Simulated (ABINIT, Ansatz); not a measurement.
# Lattice dynamics of Aluminum (Fm-3m) in two programs, part 2 of 3

Aim: the phonon dispersion of Aluminum (Fm-3m), checked by a second program.

ABINIT 10.8.3; DFT LDA, scalar-relativistic, plane waves, PseudoDojo norm-conserving pseudopotentials.

So far. Step 3 (Self-consistent run for the response): The cell stands at -0.072 GPa, close enough for phonons. Step 4 (Linear response at Γ): With one atom there are acoustic modes alone, which should vanish; they come out at 0.40 cm⁻¹ in size, the error that the sum rule removes later. The relaxed cell has a = 3.977 Å (conventional setting).

## Step 5: Modes with the sum rule

anaddb reads the merged derivatives and imposes the acoustic sum rule.

The input, anaddb.abi:

```
ddb_filepath "gamma_DDB"
output_file "anaddb.abo"
outdata_prefix "anaddb"
asr 1
chneut 1
enunit 2
eivec 1
nph1l 1
qph1l 0.0 0.0 0.0 1.0
```

The input, mrgddb.in:

```
gamma_DDB
merged
2
dfpt_gammao_DDB
gso_DDB
```

The run is started by

```bash
$ mrgddb < mrgddb.in > mrgddb.log
$ OMP_NUM_THREADS=1 anaddb anaddb.abi > anaddb.log
```

Numbers of over 12 decimals in the logs are rounded to 6 here.

anaddb.abo, the main output file:

```text
-outvars_anaddb: echo values of input variables ----------------------

 Miscellaneous information :
      enunit         2
       eivec         1
         asr         1
 First list of wavevector (reduced coord.) :
       nph1l         1
       qph1l
                     0.00000000E+00  0.00000000E+00  0.00000000E+00    1.000E+00

================================================================================

 read the DDB information and perform some checks

  ==== Info on the Cryst% object ====
 Real(R)+Recip(G) space primitive vectors, cartesian coordinates (Bohr,Bohr^-1):
 R(1)=  0.0000000  3.7580805  3.7580805  G(1)= -0.1330466  0.1330466  0.1330466
 R(2)=  3.7580805  0.0000000  3.7580805  G(2)=  0.1330466 -0.1330466  0.1330466
 R(3)=  3.7580805  3.7580805  0.0000000  G(3)=  0.1330466  0.1330466 -0.1330466
 Unit cell volume ucvol=  1.0615202E+02 bohr^3
 Angles (23,13,12)=  6.00000000E+01  6.00000000E+01  6.00000000E+01 degrees
 Time-reversal symmetry is present
 Reduced atomic positions [iatom, xred, symbol]:
    1)    0.0000000  0.0000000  0.0000000  Al

 DDB file with 3 blocks has been read.

================================================================================

 Treat the first list of vectors

  Phonon wavevector (reduced coordinates) :  0.00000  0.00000  0.00000
 Phonon energies in Hartree :
   0.000000E+00  0.000000E+00  0.000000E+00
 Phonon energies in meV     :
-  0.000000E+00  0.000000E+00  0.000000E+00
 Phonon frequencies in cm-1    :
-  0.000000E+00  0.000000E+00  0.000000E+00
 Phonon frequencies in Thz     :
-  0.000000E+00  0.000000E+00  0.000000E+00
 Phonon energies in Kelvin  :
-  0.000000E+00  0.000000E+00  0.000000E+00

 Eigendisplacements
 (will be given, for each mode : in cartesian coordinates
   for each atom the real part of the displacement vector,
   then the imaginary part of the displacement vector - absolute values smaller than 1.0d-7 are set to zero)
  Mode number    1   Energy    0.000000E+00
 Attention : low frequency mode.
   (Could be unstable or acoustic mode)
-  1  0.00000000E+00  0.00000000E+00  4.50906598E-03
-     0.00000000E+00  0.00000000E+00  0.00000000E+00
  Mode number    2   Energy    0.000000E+00
 Attention : low frequency mode.
   (Could be unstable or acoustic mode)
-  1  0.00000000E+00  4.50906598E-03  0.00000000E+00
-     0.00000000E+00  0.00000000E+00  0.00000000E+00
  Mode number    3   Energy    0.000000E+00
 Attention : low frequency mode.
   (Could be unstable or acoustic mode)
-  1  4.50906598E-03  0.00000000E+00  0.00000000E+00
-     0.00000000E+00  0.00000000E+00  0.00000000E+00

 Analysis of degeneracies and characters (maximum tolerance=1.00E-06 a.u.)
 For each vibration mode, or group of modes if degenerate,
 the characters are given for each symmetry operation (see the list in the log file).
 Symmetry characters of vibration mode #   1
       degenerate with vibration modes #   2 to    3
  3.0 -3.0 -1.0  1.0 -1.0  1.0 -1.0  1.0  1.0 -1.0 -1.0  1.0  1.0 -1.0 -1.0  1.0
 -0.0  0.0  0.0 -0.0 -0.0  0.0 -0.0  0.0  1.0 -1.0 -1.0  1.0 -1.0  1.0  1.0 -1.0
 -0.0  0.0  0.0 -0.0  0.0 -0.0  0.0 -0.0  1.0 -1.0  1.0 -1.0 -1.0  1.0 -1.0  1.0
-
```

Elapsed: 0.84 s, on 1 thread of Intel Xeon at 2.70GHz, shared host.

Zone-centre frequencies as printed; negative means imaginary. Modes:

| mode | frequency (cm⁻¹) |
| --- | --- |
| 1 | 0 |
| 2 | 0 |
| 3 | 0 |

## Step 6: Phonons on a q mesh

Linear response treats each wavevector in the unit cell, with no supercell; the 4×4×4 mesh fixes the range of the force constants to be had.

The input, dfpt_q.abi:

```
ndtset 7

# wavevectors
qpt1 0.25 0.0 0.0
qpt2 0.5 0.0 0.0
qpt3 0.25 0.25 0.0
qpt4 0.5 0.25 0.0
qpt5 -0.25 0.25 0.0
qpt6 0.5 0.5 0.0
qpt7 -0.25 0.5 0.25

# displacements
getwfk_filepath "gso_WFK"
getwfq_filepath "gso_WFK"
kptopt 3
nqpt 1
rfphon 1
rfatpol 1 1
rfdir 1 1 1
tolvrs 1.0d-10
prtwf 0

# basis, mesh and filling
ecut 16.0
ngkpt 16 16 16
nshiftk 1
shiftk 0.0 0.0 0.0
istwfk *1
occopt 7
tsmear 0.01
nband 6
nstep 100
diemac 1000000.0
prtebands 0
prtgsr 0
useylm 1

# cell and atoms
acell 3*1.0 Angstrom
rprim 
    0.0 1.988690573 1.988690573
    1.988690573 0.0 1.988690573
    1.988690573 1.988690573 0.0
ntypat 1
znucl 13
natom 1
typat 1
xred 
    0.0 0.0 0.0
pp_dirpath "./pseudo"
pseudos "Al.upf"
```

The run is started by

```bash
$ OMP_NUM_THREADS=1 mpirun -n 2 abinit dfpt_q.abi > dfpt_q.log
```

dfpt_q.abo, the main output file:

```text
[banners, grids, parts of the stress and lines that vanish by symmetry left out]
- input  file    -> dfpt_q.abi
- output file    -> dfpt_q.abo
- root for input  files -> dfpt_qi
[...]
DATASET    1 : space group Fm -3 m (#225); Bravais cF (face-center cubic)
[...]
nfft =        8000          nkpt =        4096
[...]
DATASET    2 : space group Fm -3 m (#225); Bravais cF (face-center cubic)
[...]
nfft =        8000          nkpt =        4096
[...]
DATASET    3 : space group Fm -3 m (#225); Bravais cF (face-center cubic)
[...]
nfft =        8000          nkpt =        4096
[...]
DATASET    4 : space group Fm -3 m (#225); Bravais cF (face-center cubic)
[...]
nfft =        8000          nkpt =        4096
[...]
DATASET    5 : space group Fm -3 m (#225); Bravais cF (face-center cubic)
[...]
nfft =        8000          nkpt =        4096
[...]
DATASET    6 : space group Fm -3 m (#225); Bravais cF (face-center cubic)
[...]
nfft =        8000          nkpt =        4096
[...]
DATASET    7 : space group Fm -3 m (#225); Bravais cF (face-center cubic)
[...]
nfft =        8000          nkpt =        4096
[...]
== DATASET  1 ==================================================================
[...]
cutoff_energies: {ecut:  16.0, pawecutdg:  -1.0, }
[...]
Perturbation : displacement of atom   1   along direction   1
[...]
-ETOT  1   5.311264     -2.650E+01 1.380E+00 3.175E+04
 ETOT  2   1.539300     -3.772E+00 6.530E-02 2.677E+03
 ETOT  3   1.194157     -3.451E-01 2.568E-03 6.116E-02
 ETOT  4   1.194135     -2.217E-05 9.312E-05 7.985E-04
 ETOT  5   1.194135     -2.820E-07 1.985E-06 1.318E-05
[...]
At SCF step    8       vres2   =  9.81E-13 < tolvrs=  1.00E-10 =>converged.
[...]
Perturbation : displacement of atom   1   along direction   2
[...]
-ETOT  1  0.386302     -1.275E+01 2.747E+00 5.991E+00
[...]
At SCF step    6       vres2   =  4.64E-11 < tolvrs=  1.00E-10 =>converged.
[...]
Phonon wavevector (reduced coordinates) :  0.25000  0.00000  0.00000
 Phonon energies in Hartree :
[...]
Phonon frequencies in cm-1    :
-  1.148754E+02  1.148754E+02  2.355979E+02
[...]
== DATASET  2 ==================================================================
[...]
cutoff_energies: {ecut:  16.0, pawecutdg:  -1.0, }
[...]
- 13.00000   3.00000  180309                  znucl, zion, pspdat
[...]
Perturbation : displacement of atom   1   along direction   1
[...]
-ETOT  1   2.125750     -1.940E+01 6.395E-01 4.938E+02
[...]
At SCF step    7       vres2   =  1.78E-12 < tolvrs=  1.00E-10 =>converged.
[...]
Perturbation : displacement of atom   1   along direction   2
[...]
-ETOT  1   2.620659     -2.174E+01 1.096E+00 6.824E+02
[...]
ETOT  6   2.199733     -1.359E-11 6.370E-11 1.055E-10
 ETOT  7   2.199733     -1.208E-13 7.397E-13 4.116E-13
 At SCF step    7       vres2   =  4.12E-13 < tolvrs=  1.00E-10 =>converged.
[...]
Phonon wavevector (reduced coordinates) : -0.25000  0.50000  0.25000
 Phonon energies in Hartree :
[...]
Phonon frequencies in cm-1    :
-  2.238993E+02  2.761689E+02  2.761689E+02
[...]
fcart7     0.0000000000E+00  0.0000000000E+00  0.0000000000E+00
       
================================================================================
```

It took 11 min on 2 MPI ranks; 22 min of CPU time.

Read from the output:

```
lowest mode on the q mesh (acoustic ones at the zone centre apart) : 114.9 cm⁻¹
```

Frequencies (cm⁻¹) before the sum rule at the irreducible wavevectors but Γ, which is solved apart; negative means imaginary. Frequencies by wavevector:

```csv
q (fractions),star,mode 1,mode 2,mode 3
0.25 0 0,8,114.9,114.9,235.6
0.5 0 0,4,144.5,144.5,331.1
0.25 0.25 0,6,142.9,142.9,247.5
0.5 0.25 0,24,178.1,227.1,301.2
-0.25 0.25 0,12,159.8,222,282.5
0.5 0.5 0,3,202.6,202.6,329.6
-0.25 0.5 0.25,6,223.9,276.2,276.2
```

## Step 7: Interpolated phonon bands

anaddb transforms the dynamical matrices to force constants and back along the path; points of the mesh come back as solved, but for the sum rule and, in polar crystals, the LO-TO term at Γ; the rest is interpolation.

The input, anaddb.abi:

```
ddb_filepath "all_DDB"
output_file "anaddb.abo"
outdata_prefix "anaddb"
ifcflag 1
ngqpt 4 4 4
nqshft 1
q1shft 0.0 0.0 0.0
asr 1
chneut 0
dipdip 0
dipquad 0
quadquad 0
enunit 0
eivec 0
nph1l 62
qph1l 
    0.0 0.0 0.0 1.0
    0.05 0.0 0.05 1.0
    0.1 0.0 0.1 1.0
    0.15 0.0 0.15 1.0
    0.2 0.0 0.2 1.0
    0.25 0.0 0.25 1.0
    0.3 0.0 0.3 1.0
    0.35 0.0 0.35 1.0
    0.4 0.0 0.4 1.0
    0.45 0.0 0.45 1.0
    0.5 0.0 0.5 1.0
    0.5125 0.025 0.5125 1.0
    0.525 0.05 0.525 1.0
    0.5375 0.075 0.5375 1.0
    0.55 0.1 0.55 1.0
    0.5625 0.125 0.5625 1.0
    0.575 0.15 0.575 1.0
    0.5875 0.175 0.5875 1.0
    0.6 0.2 0.6 1.0
    0.6125 0.225 0.6125 1.0
    0.625 0.25 0.625 1.0
    0.375 0.375 0.75 1.0
    0.3375 0.3375 0.675 1.0
    0.3 0.3 0.6 1.0
    0.2625 0.2625 0.525 1.0
    0.225 0.225 0.45 1.0
    0.1875 0.1875 0.375 1.0
    0.15 0.15 0.3 1.0
    0.1125 0.1125 0.225 1.0
    0.075 0.075 0.15 1.0
    0.0375 0.0375 0.075 1.0
    0.0 0.0 0.0 1.0
    0.05 0.05 0.05 1.0
    0.1 0.1 0.1 1.0
    0.15 0.15 0.15 1.0
    0.2 0.2 0.2 1.0
    0.25 0.25 0.25 1.0
    0.3 0.3 0.3 1.0
    0.35 0.35 0.35 1.0
    0.4 0.4 0.4 1.0
    0.45 0.45 0.45 1.0
    0.5 0.5 0.5 1.0
    0.5 0.475 0.525 1.0
    0.5 0.45 0.55 1.0
    0.5 0.425 0.575 1.0
    0.5 0.4 0.6 1.0
    0.5 0.375 0.625 1.0
    0.5 0.35 0.65 1.0
    0.5 0.325 0.675 1.0
    0.5 0.3 0.7 1.0
    0.5 0.275 0.725 1.0
    0.5 0.25 0.75 1.0
    0.5 0.225 0.725 1.0
    0.5 0.2 0.7 1.0
    0.5 0.175 0.675 1.0
    0.5 0.15 0.65 1.0
    0.5 0.125 0.625 1.0
    0.5 0.1 0.6 1.0
    0.5 0.075 0.575 1.0
    0.5 0.05 0.55 1.0
    0.5 0.025 0.525 1.0
    0.5 0.0 0.5 1.0
```

The input, mrgddb.in:

```
all_DDB
merged
8
dfpt_gammao_DDB
dfpt_qo_DS1_DDB
dfpt_qo_DS2_DDB
dfpt_qo_DS3_DDB
dfpt_qo_DS4_DDB
dfpt_qo_DS5_DDB
dfpt_qo_DS6_DDB
dfpt_qo_DS7_DDB
```

The run is started by

```bash
$ mrgddb < mrgddb.in > mrgddb.log
$ OMP_NUM_THREADS=1 anaddb anaddb.abi > anaddb.log
```

anaddb.abo, the main output file:

```text
[banners, grids, parts of the stress and lines that vanish by symmetry left out]
-outvars_anaddb: echo values of input variables ----------------------

 Flags :
[...]
Phonon wavevector (reduced coordinates) :  0.00000  0.00000  0.00000
 Phonon energies in Hartree :
[...]
Phonon frequencies in cm-1    :
-  0.000000E+00  0.000000E+00  0.000000E+00
[...]
Phonon wavevector (reduced coordinates) :  0.05000  0.00000  0.05000
 Phonon energies in Hartree :
[...]
Phonon frequencies in cm-1    :
-  3.160095E+01  3.160095E+01  6.111504E+01
[...]
Phonon wavevector (reduced coordinates) :  0.10000  0.00000  0.10000
 Phonon energies in Hartree :
[...]
Phonon frequencies in cm-1    :
-  6.254831E+01  6.254831E+01  1.185831E+02
[...]
Phonon wavevector (reduced coordinates) :  0.15000  0.00000  0.15000
 Phonon energies in Hartree :
[...]
Phonon frequencies in cm-1    :
-  9.200820E+01  9.200820E+01  1.695464E+02
[...]
Phonon wavevector (reduced coordinates) :  0.20000  0.00000  0.20000
 Phonon energies in Hartree :
[...]
Phonon frequencies in cm-1    :
-  1.190404E+02  1.190404E+02  2.125193E+02
  Phonon wavevector (reduced coordinates) :  0.25000  0.00000  0.25000
 Phonon energies in Hartree :
[...]
Phonon frequencies in cm-1    :
-  1.428783E+02  1.428783E+02  2.475305E+02
  Phonon wavevector (reduced coordinates) :  0.30000  0.00000  0.30000
 Phonon energies in Hartree :
[...]
Phonon frequencies in cm-1    :
-  1.631163E+02  1.631163E+02  2.756494E+02
  Phonon wavevector (reduced coordinates) :  0.35000  0.00000  0.35000
 Phonon energies in Hartree :
[...]
Phonon frequencies in cm-1    :
-  1.795824E+02  1.795824E+02  2.980235E+02
  Phonon wavevector (reduced coordinates) :  0.40000  0.00000  0.40000
 Phonon energies in Hartree :
[...]
Phonon frequencies in cm-1    :
-  1.920109E+02  1.920109E+02  3.149844E+02
  Phonon wavevector (reduced coordinates) :  0.45000  0.00000  0.45000
 Phonon energies in Hartree :
[...]
Phonon frequencies in cm-1    :
-  1.998735E+02  1.998735E+02  3.258662E+02
  Phonon wavevector (reduced coordinates) :  0.50000  0.00000  0.50000
 Phonon energies in Hartree :
[...]
Phonon frequencies in cm-1    :
-  2.025812E+02  2.025812E+02  3.296515E+02
  Phonon wavevector (reduced coordinates) :  0.51250  0.02500  0.51250
 Phonon energies in Hartree :
[...]
Phonon frequencies in cm-1    :
-  2.024951E+02  2.036075E+02  3.292702E+02
  Phonon wavevector (reduced coordinates) :  0.52500  0.05000  0.52500
 Phonon energies in Hartree :
[...]
Phonon frequencies in cm-1    :
-  2.022343E+02  2.066112E+02  3.281331E+02
  Phonon wavevector (reduced coordinates) :  0.53750  0.07500  0.53750
 Phonon energies in Hartree :
[...]
Phonon frequencies in cm-1    :
-  2.017916E+02  2.113799E+02  3.262600E+02
[...]
Phonon wavevector (reduced coordinates) :  0.50000  0.17500  0.67500
 Phonon energies in Hartree :
[...]
Phonon frequencies in cm-1    :
-  2.195214E+02  2.493620E+02  2.993981E+02
  Phonon wavevector (reduced coordinates) :  0.50000  0.15000  0.65000
 Phonon energies in Hartree :
[...]
Phonon frequencies in cm-1    :
-  2.165565E+02  2.398825E+02  3.063190E+02
  Phonon wavevector (reduced coordinates) :  0.50000  0.12500  0.62500
 Phonon energies in Hartree :
[...]
Phonon frequencies in cm-1    :
-  2.132656E+02  2.305213E+02  3.126951E+02
  Phonon wavevector (reduced coordinates) :  0.50000  0.10000  0.60000
 Phonon energies in Hartree :
[...]
Phonon frequencies in cm-1    :
-  2.099697E+02  2.217019E+02  3.183536E+02
  Phonon wavevector (reduced coordinates) :  0.50000  0.07500  0.57500
 Phonon energies in Hartree :
[...]
Phonon frequencies in cm-1    :
-  2.069921E+02  2.139534E+02  3.230817E+02
  Phonon wavevector (reduced coordinates) :  0.50000  0.05000  0.55000
 Phonon energies in Hartree :
[...]
Phonon frequencies in cm-1    :
-  2.046261E+02  2.078527E+02  3.266584E+02
  Phonon wavevector (reduced coordinates) :  0.50000  0.02500  0.52500
 Phonon energies in Hartree :
[...]
Phonon frequencies in cm-1    :
-  2.031055E+02  2.039341E+02  3.288917E+02
  Phonon wavevector (reduced coordinates) :  0.50000  0.00000  0.50000
 Phonon energies in Hartree :
[...]
Phonon frequencies in cm-1    :
-  2.025812E+02  2.025812E+02  3.296515E+02
-
```

Run time: 0.72 s. Hardware: 1 thread.

Read from the output:

```yaml
lowest_frequency_on_the_path: 0 cm⁻¹
```

Anaddb. The phonon branches at the labelled points (cm⁻¹):

| point | branch 1 | branch 2 | branch 3 |
| --- | --- | --- | --- |
| Γ | 0 | 0 | 0 |
| halfway | 143 | 143 | 248 |
| X | 203 | 203 | 330 |
| halfway | 200 | 225 | 320 |
| U | 192 | 265 | 296 |
| jump to K | 192 | 265 | 296 |
| halfway | 136 | 172 | 250 |
| Γ | 0 | 0 | 0 |
| halfway | 115 | 115 | 236 |
| L | 144 | 144 | 331 |
| halfway | 177 | 221 | 310 |
| W | 224 | 276 | 276 |
| halfway | 213 | 230 | 313 |
| X | 203 | 203 | 330 |

The phonon branches as a text plot (rows in cm⁻¹):

```
    324 |           ****                        *****         ***
    310 |         **    *                      *     **      *
    297 |        *       **                   *        **   *
    283 |                  ****                          ***
    269 |       *         *    *             *           * *
    255 |                *  *   *                       *   *
    241 |      *        *                   *          *     *
    228 |              *     **                       *   **  *
    214 |    **                  *                       *  ****
    200 |           ******     *           *         *  *      **
    186 |        ***      **                        *  *
    172 |   *               *   * **                 **
    159 |       *            **           *        **
    145 |      *               * *             *****
    131 |                       *            **
    117 |  * **                  *  *       *
    103 |                         **     * *
     90 |   *                     **
     76 |                                 *
     62 | **                        **
     48 |                               **
     34 | *                          *  *
     21 |
      7 |*                            **
         Γ           X  U|K            Γ         L        W     X
```

All branches are real along the path.

(Part 2 of 3 ends here.)

[Host names and launcher messages were left out of these logs when they were recorded.]

[Logs are printed without paths, hosts, clocks, repeated set-up lines and the standing remarks that a program may print on its own settings, such as how far it seeks lower states.]

[Hosts, paths, dates, database ids (printed as entryN), source tags and the programs' standing remarks are cut or masked in the printed files.]
